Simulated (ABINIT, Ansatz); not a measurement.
Records of electronic-structure calculations.

```
BaTiO3 (P4mm): G0W0 with ABINIT, start to end
1.0
     3.99980    0.00000    0.00000
     0.00000    3.99980    0.00000
     0.00000    0.00000    4.01800
Ba Ti O
1 1 3
Direct
  0.00000 0.00000 0.00000
  0.50000 0.50000 0.49000
  0.50000 0.50000 0.01900
  0.50000 0.00000 0.51700
  0.00000 0.50000 0.51700
# method: RPA screening on LDA, plane waves, norm-conserving pseudopotentials (and 2 further levels or steps)
# program: ABINIT 10.8.3
# settings: cutoff 38 Ha, PseudoDojo scalar-relativistic 0.4.1 standard, norm-conserving, ngkpt (4, 4, 4), nband 77, ecuteps 4.4 Ha, inclvkb 2, shiftk (0, 0, 0), symchi 1, awtr 1, frequency ppm, 4×4×4 k-mesh
# cost: 4 runs, 4.1 min in all on 4 MPI ranks of Arm Neoverse V1, shared host
# notes: The database entry behind the starting cell differs from other determinations of this structure. The program’s warnings: nkpt*nsppol () is not a multiple of nproc spkpt (). The cell and positions come from the Crystallography Open Database and are kept as given unless a step says otherwise. Limits: no spin-orbit coupling. The 4×4×4 mesh is coarse for this cell, which bears on the long-range parts of exchange and screening.
# LDA gap: 1.74 eV, indirect
# G0W0 gap on the mesh: 3.46 eV
# GW settings: 4×4×4 mesh, 77 bands, screening to 119.7 eV, Godby-Needs plasmon pole
# known limits: short of the basis limit; no spin-orbit coupling; coarse k mesh
```

[Long decimals in the printed logs are rounded to 6 places.]

[Logs are printed without paths, hosts, clocks, repeated set-up lines and the standing remarks that a program may print on its own settings, such as how far it seeks lower states.]

[Paths, hosts, dates, memory and timing lines, banners, echoed tables and standing remarks are left out of the program output; an Ansatz launch command may be rebuilt from the run's recorded settings. Measured values are a selection of at most five: reports struck by readers or far from the other reports are left out. None is set beside runs whose start may be inverted or whose files or cutoffs have a known fault.]

[Runs of the session that timed out or met a known fault of the program may be left out.]

[Hosts, paths, dates, database ids (printed as entryN), source tags and the programs' standing remarks are cut or masked in the printed files.]

[G0W0 gaps are taken among the corrected bands and points alone; a level outside them can change the order at an edge.]

[Where Ansatz stands beside ABINIT at settings called matched, ABINIT's density can come from a denser mesh and the files from another edition; pairs whose starting gaps differed by over 0.03 eV were left out, so agreement reads better than it is.]
